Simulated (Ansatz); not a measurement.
# The stack of 1T-SnS2 under 1T-PbSTe, shifted by a third of the diagonal between two gates, part 2 of 3

How do the bands of the stack of 1T-SnS2 under 1T-PbSTe, shifted by a third of the diagonal follow a displacement field between two gates?

Ansatz 0.2.0; plane-wave DFT, PBE-D3(BJ), Ansatz PAW (the session's first sound run).

So far. Step 2 (Relaxing the slab): The lattice constant a goes from 3.673 to 3.695 Å.

### Step 3. Gated layer, displacement field 0

The slab is cut off from its images along the normal. Two sheets of opposite charge stand for the gates, so the stack stays neutral in a displacement field; barriers ahead of the sheets keep electrons from leaking to them. The uncharged case sets the zero.

The cell differs from the one that the last finished run ended in (c 46.598 → 47.917 Å).

Input file input.yaml:

```yaml
crystal:
  lattice:
    - [3.6951725458, 0.0, 0.0]
    - [-1.8475862729, 3.200113296, 0.0]
    - [0.0, 0.0, 47.9168651664]
  atoms:
    - { symbol: S, position: [0.6666666667, 0.3333333333, 0.3944331486] }
    - { symbol: Sn, position: [0.0, 0.0, 0.4251377958] }
    - { symbol: S, position: [0.3333333333, 0.6666666667, 0.4562953955] }
    - { symbol: Te, position: [0.0, 0.0, 0.5188516195] }
    - { symbol: Pb, position: [0.3333333333, 0.6666666667, 0.5725855999] }
    - { symbol: S, position: [0.6666666667, 0.3333333333, 0.6055668514] }
  periodic: [true, true, false]
  symmetry: { detect: true }
kpoints:
  mp_grid: { grid: [24, 24, 1] }
  band_path:
    path: [[0, 0, 0], [0.5, 0, 0], [0.33333333, 0.33333333, 0], [0, 0, 0]]
    npoints: 16
hamiltonian:
  xc: pbe
  dispersion: d3bj
scf:
  occupations: { method: fermi_dirac, width: 0.02585 }
  convergence: { dr2_threshold: 1.0e-10 }
output:
  forces: true
  eigenvalues: true
  dos: { projected: true, e_range: [-3, 3], de: 0.01 }
  write_potential: true
  write_density: true
  volumetric_format: npy
  elf: true
external_charges:
  - { charge: 0, barrier: 10, axis: 3, height: 32.017, sigma: 0.25 }
  - { charge: 0, barrier: 10, axis: 3, height: 15.9, sigma: 0.25 }
```

Launch:

```console
$ ansatz run input.yaml --threads 4 --pin off --max-ram 6144MiB --backend cpu --events-out ev --progress --plain --runs-dir out
```

Numbers of over 12 decimals in the logs are rounded to 6 here.

Log:

```text
[...]
Crystal: 6 atoms, lattice volume = 566.616 Å³
Basis set: ecut = 420 eV, 11117 PW (Γ), exchange–correlation on 50×50×648 points (8 copies of the dense FFT grid, shifted against one another)
Bands: 38, of which v1, the nominal top of the filled ones, is band 31 counted from 1 (30 counted from 0)
Symmetry: 6 space group operations
[...]
k-points: 61 of 576 (time reversal used)
[...]
SCF iter   1: F=—  HF=-27619.403083 eV  |F-HF|=—  |Δ(HF+E_count)|=         —  Δρ=1.17e-3  dr2=4.64e-2  ethr=1.77e-3  ⟨swp⟩=19.8  Hψ=20967  notcnv=0  defer=9
[...]
SCF iter  12: F=-27619.398261 eV  HF=-27619.398261 eV  |F-HF|=1.49e-10  |Δ(HF+E_count)|=   2.70e-9  Δρ=7.03e-8  dr2=4.46e-11  ethr=1.00e-12  ⟨swp⟩=24.2  Hψ=21504  notcnv=0
SCF 1 converged in 12 iterations: F = -27619.398261 eV  dr2 = 4.46e-11
[...]
NSCF: frozen V_eff on 49 k-points
SCF converged after 12 iterations
Free energy (F): -27619.398261 eV
[...]
Internal energy: -27619.393436 eV  (E = F + TS)
E sigma→0 (E₀):  -27619.395849 eV
Entropy (-TS):   -0.004825 eV (-0.804 meV/atom)
Fermi energy:    -5.672973 eV
[...]
--- Forces (eV/Å), atoms and charges each counted from 1 ---
  atom   1  S      0.00000000    -0.00000000     0.01917893
  atom   2  Sn     0.00000000    -0.00000000    -0.00217929
  atom   3  S      0.00000000     0.00000000     0.00401281
  atom   4  Te    -0.00000000     0.00000000    -0.03283447
  atom   5  Pb    -0.00000000     0.00000000     0.03109614
  atom   6  S     -0.00000000    -0.00000000    -0.01720368
  external charge   1     0.00000000     0.00000000     0.01890192
  external charge   2     0.00000000     0.00000000    -0.02097138
  max |Σ_I F_I| component, the external charges' with the atoms': 9.79e-7 eV/Å
--- Band table (eV; the first three rows and the last of 61) ---
  k-point 0: bands = [... 27 lower, -6.3925, -6.3925, -5.5365, -4.3597, -4.1728, -4.1728, -3.1979, -1.8161, ... 3 higher]
  k-point 1: bands = [... 27 lower, -6.5351, -6.4145, -5.4539, -4.3555, -4.2652, -4.2065, -3.0852, -1.7776, ... 3 higher]
  k-point 2: bands = [... 27 lower, -6.8641, -6.4781, -5.3349, -4.6982, -4.3016, -4.1541, -2.8073, -1.7475, ... 3 higher]
  k-point 60: bands = [... 27 lower, -7.8914, -7.7009, -7.4917, -6.8321, -6.2881, -4.3225, -2.7329, -2.5139, ... 3 higher]
```

It took 60 s on 4 threads of Arm Neoverse V2, shared host; peak memory 1.7 GiB; 3.9 min of CPU time.

This step gave:

```yaml
energy_at_zero_smearing: -27619.3958 eV
potential_beyond_the_upper_barrier_and_gate_less_the_barrier_from_the_fermi_level: 5.883 eV
```

Running mean over a fixed 2.5 Å (it still follows the layers) of the planar mean; beyond a gate it holds the 10 eV model barrier. Electron's electrostatic potential energy less the Fermi level against z:

```
z (Å)  electron's electrostatic potential energy less the Fermi level (eV)
    4                                                                 15.5
    6                                                                 15.5
    8                                                                 15.5
   10                                                                 15.5
   12                                                                 15.5
   14                                                                 15.5
   16                                                                 10.0
   18                                                                0.981
   20                                                                -4.47
   22                                                                -2.31
   24                                                                 1.13
   26                                                                -2.19
   28                                                                -6.85
   30                                                                 1.97
   32                                                                 10.8
   34                                                                 15.9
   36                                                                 15.9
   38                                                                 15.9
   40                                                                 15.9
   42                                                                 15.9
   44                                                                 15.9
```

The density of states has structure finer than the step of the table below, so its rows give means over 0.2 eV, whole bins alone (the curve runs from -3 to 1.99 eV). Peaks (eV: height): -2.92: 7.62, -2.23: 14.7, -2.13: 11.3, -1.81: 21.8, -1.41: 7.91, -0.58: 6.10, 1.35: 7.66.

Density of states against energy, zero at the Fermi level; means over each step:

energy (eV), density of states (states/eV a cell) and a bar:
```
     -2.8        3.5 ############
     -2.6        3.8 #############
     -2.4        3.9 #############
     -2.2        8.7 #############################
     -2.0        4.5 ###############
     -1.8        9.0 ##############################
     -1.6        5.9 ####################
     -1.4        5.5 ##################
     -1.2        3.4 ###########
     -1.0        2.7 #########
     -0.8        2.1 #######
     -0.6        2.7 #########
     -0.4        2.6 #########
     -0.2        2.4 ########
      0.0        2.3 ########
      0.2        2.4 ########
      0.4        2.5 ########
      0.6        2.6 #########
      0.8        2.1 #######
      1.0        1.9 ######
      1.2        2.3 ########
      1.4        3.5 ############
      1.6        1.6 #####
      1.8        0.0
```

Projected DOS per atom over height of the atomic layer and energy from the Fermi level. Layers: S Sn S Te Pb S from below.

Ten even steps from '0' (0.00 states/eV) to '9' (2.55 states/eV), each cell a mean:
```
000000
111000
232100
222200
111200
011301
010301
000511
000611
000512
000512
000502
000303
001403
303214
607215
909417
404216
906528
302213
202214
312424
```
Columns: height of the atomic layer (Å) from 18.9 to 29.0 (not evenly spaced); rows upwards: energy from the Fermi level (eV) from -2.98 to 1.97.

The electronic bands at the labelled points (eV, zero at the Fermi level):

```
  point  band 28  band 29  band 30  band 31  band 32  band 33  band 34  band 35
      Γ    -0.72    -0.72     0.14     1.31     1.50     1.50     2.48     3.86
halfway    -1.41    -1.31    -1.10     0.34     0.70     1.21     3.04     3.75
      M    -1.83    -1.60    -1.50    -0.61     0.13     0.32     2.57     3.41
halfway    -2.21    -1.94    -1.62    -0.93    -0.36     1.05     2.80     3.68
      K    -2.22    -2.03    -1.82    -1.16    -0.62     1.35     2.94     3.16
halfway    -1.96    -1.73    -1.11    -0.22     0.51     1.51     3.36     4.11
      Γ    -0.72    -0.72     0.14     1.31     1.50     1.50     2.48     3.86
```

Valence density in the ca plane at fractional y = 0.000, with atoms of Sn and Te within 0.2 Å of it. It is the smooth field of the valence electrons, not physical close to the nuclei.

Ten steps, logarithmic in the rise over the least value, from '0' (0 e/Å³) to '9' (14 e/Å³), each cell a mean:
```
00000000000000000000125898521000124799632100
00000000000000000000123565321000013566421111
00000000000000000001122232221110012233211111
00000000000000000012222111222210001111111122
00000000000000000012222111222211000111101123
00000000000000000012222111222210000111111122
00000000000000000011222222222110001222211112
00000000000000000001122444221100012344321111
00000000000000000000124787421000123688532100
00000000000000000000125898521000124899732100
```
Columns run along c (16.0 Å, from fractional 0.24 to 0.58 of the cell), rows up along a (3.7 Å). Atoms in or near the plane, at fractional coordinates: Sn at (0.43, 0.00), Te at (0.52, 0.00).

Electrostatic potential energy in the ca plane at fractional y = 0.000, with atoms of Sn and Te within 0.2 Å of it. With pseudopotentials it is smooth inside the atoms' cores, unlike the true potential.

Values in eV, 6 rows by 16 columns, each cell a mean:
```
  8   0  -1  -3 -15  -7 -10  -2 -11  -2 -14  -4  -4  -2   0   0
  8   0  -1  -3 -11 -16  -6  -2  -4 -16  -9  -5  -7  -3  -1   0
  8   0  -1  -6  -5  -5  -6  -3  -2  -3  -3  -8 -12  -7  -3   0
  8   0  -1  -5  -6  -7  -6  -3  -2  -5  -4  -7 -11  -6  -2   0
  8   0  -1  -3 -14 -19  -7  -2  -6 -18 -13  -5  -5  -3  -1   0
  8   0  -1  -4 -12   0 -11  -2 -12   5 -11  -4  -3  -1   0   0
```
Columns run along c (16.0 Å, from fractional 0.32 to 0.65 of the cell; values clipped at the 3rd and 97th percentile), rows up along a (3.7 Å). Atoms in or near the plane, at fractional coordinates: Sn at (0.43, 0.00), Te at (0.52, 0.00).

ELF in the ca plane at fractional y = 0.000, with atoms of Sn and Te within 0.2 Å of it. It is the smooth field of the valence electrons, not physical close to the nuclei.

Ten even steps from '0' (0.00) to '9' (0.75), each cell a mean:
```
00000000000000000000223000332001597300478520
00000000000000000012333222333210388644677321
00000000000000001356664333466531158776764333
00000000000000014689986323589873014666532344
00000000000000025899996313689984001333212344
00000000000000024799986323689984013454322344
00000000000000012567875323578752037777653333
00000000000000000124443333344320278766675322
00000000000000000001233101332100497412578421
00000000000000000000132000231001696210378620
```
Columns run along c (16.0 Å, from fractional 0.24 to 0.58 of the cell), rows up along a (3.7 Å). Atoms in or near the plane, at fractional coordinates: Sn at (0.43, 0.00), Te at (0.52, 0.00).

There is no gap.

### Step 4. Gated layer, displacement field 0.905 V/nm

input.yaml: that of step 3 with these lines changed.

```diff
@@ -28,3 +28,2 @@
   eigenvalues: true
-  dos: { projected: true, e_range: [-3, 3], de: 0.01 }
   write_potential: true
@@ -32,5 +31,6 @@
   volumetric_format: npy
-  elf: true
 external_charges:
   - { charge: 0, barrier: 10, axis: 3, height: 32.017, sigma: 0.25 }
+  - { charge: -0.005912, axis: 3, height: 33.517, sigma: 0.42 }
   - { charge: 0, barrier: 10, axis: 3, height: 15.9, sigma: 0.25 }
+  - { charge: 0.005912, axis: 3, height: 14.4, sigma: 0.42 }
```

Log:

```text
[...]
Crystal: 6 atoms, lattice volume = 566.616 Å³
Basis set: ecut = 420 eV, 11117 PW (Γ), exchange–correlation on 50×50×648 points (8 copies of the dense FFT grid, shifted against one another)
Bands: 38, of which v1, the nominal top of the filled ones, is band 31 counted from 1 (30 counted from 0)
Symmetry: 6 space group operations
[...]
k-points: 61 of 576 (time reversal used)
[...]
SCF iter   1: F=—  HF=-27620.429425 eV  |F-HF|=—  |Δ(HF+E_count)|=         —  Δρ=1.91e-2  dr2=7.61e0  ethr=3.10e-3  ⟨swp⟩=19.2  Hψ=19668  notcnv=0
[...]
SCF iter  15: F=-27619.393894 eV  HF=-27619.393894 eV  |F-HF|=4.80e-10  |Δ(HF+E_count)|=   1.29e-9  Δρ=4.12e-8  dr2=3.81e-11  ethr=1.00e-12  ⟨swp⟩=26.1  Hψ=20378  notcnv=0
SCF 1 converged in 15 iterations: F = -27619.393894 eV  dr2 = 3.81e-11
[...]
SCF converged after 15 iterations
Free energy (F): -27619.393894 eV
[...]
Internal energy: -27619.389039 eV  (E = F + TS)
E sigma→0 (E₀):  -27619.391466 eV
Entropy (-TS):   -0.004855 eV (-0.809 meV/atom)
Fermi energy:    -5.658489 eV
[...]
--- Forces (eV/Å), atoms and charges each counted from 1 ---
  atom   1  S      0.00000000    -0.00000000     0.00481487
  atom   2  Sn     0.00000000    -0.00000000     0.01898949
  atom   3  S      0.00000000     0.00000000    -0.00136899
  atom   4  Te    -0.00000000    -0.00000000    -0.03325139
  atom   5  Pb     0.00000000     0.00000000     0.04295385
  atom   6  S     -0.00000000    -0.00000000    -0.02854923
  external charge   1     0.00000000     0.00000000     0.01819701
  external charge   2     0.00000000     0.00000000    -0.00026760
  external charge   3     0.00000000     0.00000000    -0.02178356
  external charge   4     0.00000000     0.00000000     0.00026720
  max |Σ_I F_I| component, the external charges' with the atoms': 1.65e-6 eV/Å
--- Band table (eV; the first three rows and the last of 61) ---
  k-point 0: bands = [... 27 lower, -6.3728, -6.3728, -5.5230, -4.3699, -4.1591, -4.1591, -3.2117, -1.7986, ... 3 higher]
  k-point 1: bands = [... 27 lower, -6.5150, -6.3947, -5.4405, -4.3505, -4.2670, -4.1927, -3.0991, -1.7662, ... 3 higher]
  k-point 2: bands = [... 27 lower, -6.8437, -6.4583, -5.3216, -4.6836, -4.2878, -4.1661, -2.8214, -1.7511, ... 3 higher]
  k-point 60: bands = [... 27 lower, -7.8822, -7.7091, -7.5012, -6.8189, -6.2727, -4.3358, -2.7155, -2.4966, ... 3 higher]
```

Run time: 64 s. Hardware: 4 threads; peak memory 1.5 GiB; 4.2 min of CPU time.

Numbers from this step:

| Item | Value |
| --- | --- |
| energy at zero smearing | -27619.3915 eV |
| potential beyond the upper barrier and gate, less the barrier, from the Fermi level | 6.208 eV |

Electronic bands along the path, in eV, zero at the Fermi level:

```
  point  band 28  band 29  band 30  band 31  band 32  band 33  band 34  band 35
      Γ    -0.71    -0.71     0.14     1.29     1.50     1.50     2.45     3.86
halfway    -1.44    -1.31    -1.11     0.34     0.70     1.19     3.04     3.72
      M    -1.82    -1.63    -1.52    -0.61     0.12     0.30     2.57     3.39
halfway    -2.23    -1.97    -1.63    -0.93    -0.36     1.02     2.81     3.68
      K    -2.22    -2.05    -1.84    -1.16    -0.61     1.32     2.94     3.16
halfway    -1.97    -1.74    -1.12    -0.22     0.51     1.49     3.36     4.10
      Γ    -0.71    -0.71     0.14     1.29     1.50     1.50     2.45     3.86
```

There is no gap.

Of the bands kept, 3 cross the Fermi level on this path.

### Step 5. Gated layer, displacement field 1.81 V/nm

input.yaml: that of step 4 with these lines changed.

```diff
@@ -33,4 +33,4 @@
   - { charge: 0, barrier: 10, axis: 3, height: 32.017, sigma: 0.25 }
-  - { charge: -0.005912, axis: 3, height: 33.517, sigma: 0.42 }
+  - { charge: -0.011825, axis: 3, height: 33.517, sigma: 0.42 }
   - { charge: 0, barrier: 10, axis: 3, height: 15.9, sigma: 0.25 }
-  - { charge: 0.005912, axis: 3, height: 14.4, sigma: 0.42 }
+  - { charge: 0.011825, axis: 3, height: 14.4, sigma: 0.42 }
```

Log:

```text
[...]
Crystal: 6 atoms, lattice volume = 566.616 Å³
Basis set: ecut = 420 eV, 11117 PW (Γ), exchange–correlation on 50×50×648 points (8 copies of the dense FFT grid, shifted against one another)
Bands: 38, of which v1, the nominal top of the filled ones, is band 31 counted from 1 (30 counted from 0)
Symmetry: 6 space group operations
[...]
k-points: 61 of 576 (time reversal used)
[...]
--- Band table (eV; the first three rows and the last of 61) ---
  k-point 0: bands = [... 27 lower, -6.3542, -6.3542, -5.5108, -4.3803, -4.1465, -4.1465, -3.2257, -1.7822, ... 3 higher]
  k-point 1: bands = [... 27 lower, -6.4962, -6.3762, -5.4283, -4.3496, -4.2660, -4.1801, -3.1131, -1.7575, ... 3 higher]
  k-point 2: bands = [... 27 lower, -6.8243, -6.4398, -5.3095, -4.6702, -4.2752, -4.1781, -2.8355, -1.7568, ... 3 higher]
  k-point 60: bands = [... 27 lower, -7.8753, -7.7177, -7.5095, -6.8068, -6.2583, -4.3494, -2.6992, -2.4806, ... 3 higher]
[key lines of the parts left out:]
SCF converged after 14 iterations
Free energy (F): -27619.385764 eV
Fermi energy:    -5.645128 eV
```

Run time: 64 s. Hardware: 4 threads; peak memory 1.6 GiB.

The electronic bands at the labelled points (eV, zero at the Fermi level):

```
  point  band 28  band 29  band 30  band 31  band 32  band 33  band 34  band 35
      Γ    -0.71    -0.71     0.13     1.26     1.50     1.50     2.42     3.86
halfway    -1.47    -1.30    -1.12     0.34     0.70     1.16     3.04     3.70
      M    -1.82    -1.66    -1.53    -0.61     0.12     0.27     2.57     3.37
halfway    -2.25    -2.00    -1.63    -0.94    -0.36     0.99     2.81     3.68
      K    -2.23    -2.07    -1.86    -1.16    -0.61     1.30     2.95     3.16
halfway    -1.99    -1.75    -1.13    -0.22     0.51     1.46     3.36     4.10
      Γ    -0.71    -0.71     0.13     1.26     1.50     1.50     2.42     3.86
```

There is no gap.

Of the bands kept, 3 cross the Fermi level on this path.

### Step 6. Gated layer, displacement field 2.71 V/nm

input.yaml: that of step 5 with these lines changed.

```diff
@@ -33,4 +33,4 @@
   - { charge: 0, barrier: 10, axis: 3, height: 32.017, sigma: 0.25 }
-  - { charge: -0.011825, axis: 3, height: 33.517, sigma: 0.42 }
+  - { charge: -0.017737, axis: 3, height: 33.517, sigma: 0.42 }
   - { charge: 0, barrier: 10, axis: 3, height: 15.9, sigma: 0.25 }
-  - { charge: 0.011825, axis: 3, height: 14.4, sigma: 0.42 }
+  - { charge: 0.017737, axis: 3, height: 14.4, sigma: 0.42 }
```

Log:

```text
[...]
Crystal: 6 atoms, lattice volume = 566.616 Å³
Basis set: ecut = 420 eV, 11117 PW (Γ), exchange–correlation on 50×50×648 points (8 copies of the dense FFT grid, shifted against one another)
Bands: 38, of which v1, the nominal top of the filled ones, is band 31 counted from 1 (30 counted from 0)
Symmetry: 6 space group operations
[...]
k-points: 61 of 576 (time reversal used)
[...]
--- Band table (eV; the first three rows and the last of 61) ---
  k-point 0: bands = [... 27 lower, -6.3369, -6.3369, -5.4997, -4.3907, -4.1351, -4.1351, -3.2398, -1.7670, ... 3 higher]
  k-point 1: bands = [... 27 lower, -6.4785, -6.3588, -5.4172, -4.3522, -4.2627, -4.1687, -3.1273, -1.7519, ... 3 higher]
  k-point 2: bands = [... 27 lower, -6.8062, -6.4224, -5.2985, -4.6579, -4.2638, -4.1903, -2.8498, -1.7645, ... 3 higher]
  k-point 60: bands = [... 27 lower, -7.8709, -7.7266, -7.5165, -6.7958, -6.2449, -4.3632, -2.6840, -2.4658, ... 3 higher]
[key lines of the parts left out:]
SCF converged after 14 iterations
Free energy (F): -27619.373884 eV
Fermi energy:    -5.632921 eV
```

The job ended after 65 s (4 threads; peak memory 1.5 GiB).

There is no gap.

### Step 7. Gated layer, displacement field 3.62 V/nm

input.yaml: that of step 6 with these lines changed.

```diff
@@ -28,2 +28,3 @@
   eigenvalues: true
+  dos: { projected: true, e_range: [-3, 3], de: 0.01 }
   write_potential: true
@@ -31,6 +32,7 @@
   volumetric_format: npy
+  elf: true
 external_charges:
   - { charge: 0, barrier: 10, axis: 3, height: 32.017, sigma: 0.25 }
-  - { charge: -0.017737, axis: 3, height: 33.517, sigma: 0.42 }
+  - { charge: -0.02365, axis: 3, height: 33.517, sigma: 0.42 }
   - { charge: 0, barrier: 10, axis: 3, height: 15.9, sigma: 0.25 }
-  - { charge: 0.017737, axis: 3, height: 14.4, sigma: 0.42 }
+  - { charge: 0.02365, axis: 3, height: 14.4, sigma: 0.42 }
```

Log:

```text
[...]
Crystal: 6 atoms, lattice volume = 566.616 Å³
Basis set: ecut = 420 eV, 11117 PW (Γ), exchange–correlation on 50×50×648 points (8 copies of the dense FFT grid, shifted against one another)
Bands: 38, of which v1, the nominal top of the filled ones, is band 31 counted from 1 (30 counted from 0)
Symmetry: 6 space group operations
[...]
k-points: 61 of 576 (time reversal used)
[...]
--- Band table (eV; the first three rows and the last of 61) ---
  k-point 0: bands = [... 27 lower, -6.3208, -6.3208, -5.4898, -4.4013, -4.1248, -4.1248, -3.2539, -1.7529, ... 3 higher]
  k-point 1: bands = [... 27 lower, -6.4621, -6.3427, -5.4074, -4.3575, -4.2580, -4.1584, -3.1415, -1.7496, ... 3 higher]
  k-point 2: bands = [... 27 lower, -6.7891, -6.4063, -5.2887, -4.6467, -4.2535, -4.2027, -2.8642, -1.7738, ... 3 higher]
  k-point 60: bands = [... 27 lower, -7.8690, -7.7358, -7.5223, -6.7859, -6.2326, -4.3774, -2.6699, -2.4522, ... 3 higher]
[key lines of the parts left out:]
SCF converged after 14 iterations
Free energy (F): -27619.358255 eV
Fermi energy:    -5.621883 eV
```

Run time: 65 s. Hardware: 4 threads; peak memory 1.7 GiB.

There is no gap.

(Part 2 of 3 ends here.)

[Logs are printed without paths, hosts, clocks, repeated set-up lines and the standing remarks that a program may print on its own settings, such as how far it seeks lower states.]

[Hosts, paths, dates, database ids (printed as entryN), source tags and the programs' standing remarks are cut or masked in the printed files.]

[Maps of the electrostatic potential energy from Ansatz leave out the sawtooth potential of an applied field or a dipole correction, so their vacuum need not be flat; planar profiles and work functions include it.]

[The density of states shown here was stored with 400 of the rows of the run's finer table, so its peaks can read low, often by over a quarter, or be missed, and its means over a window can be off by a tenth or more.]
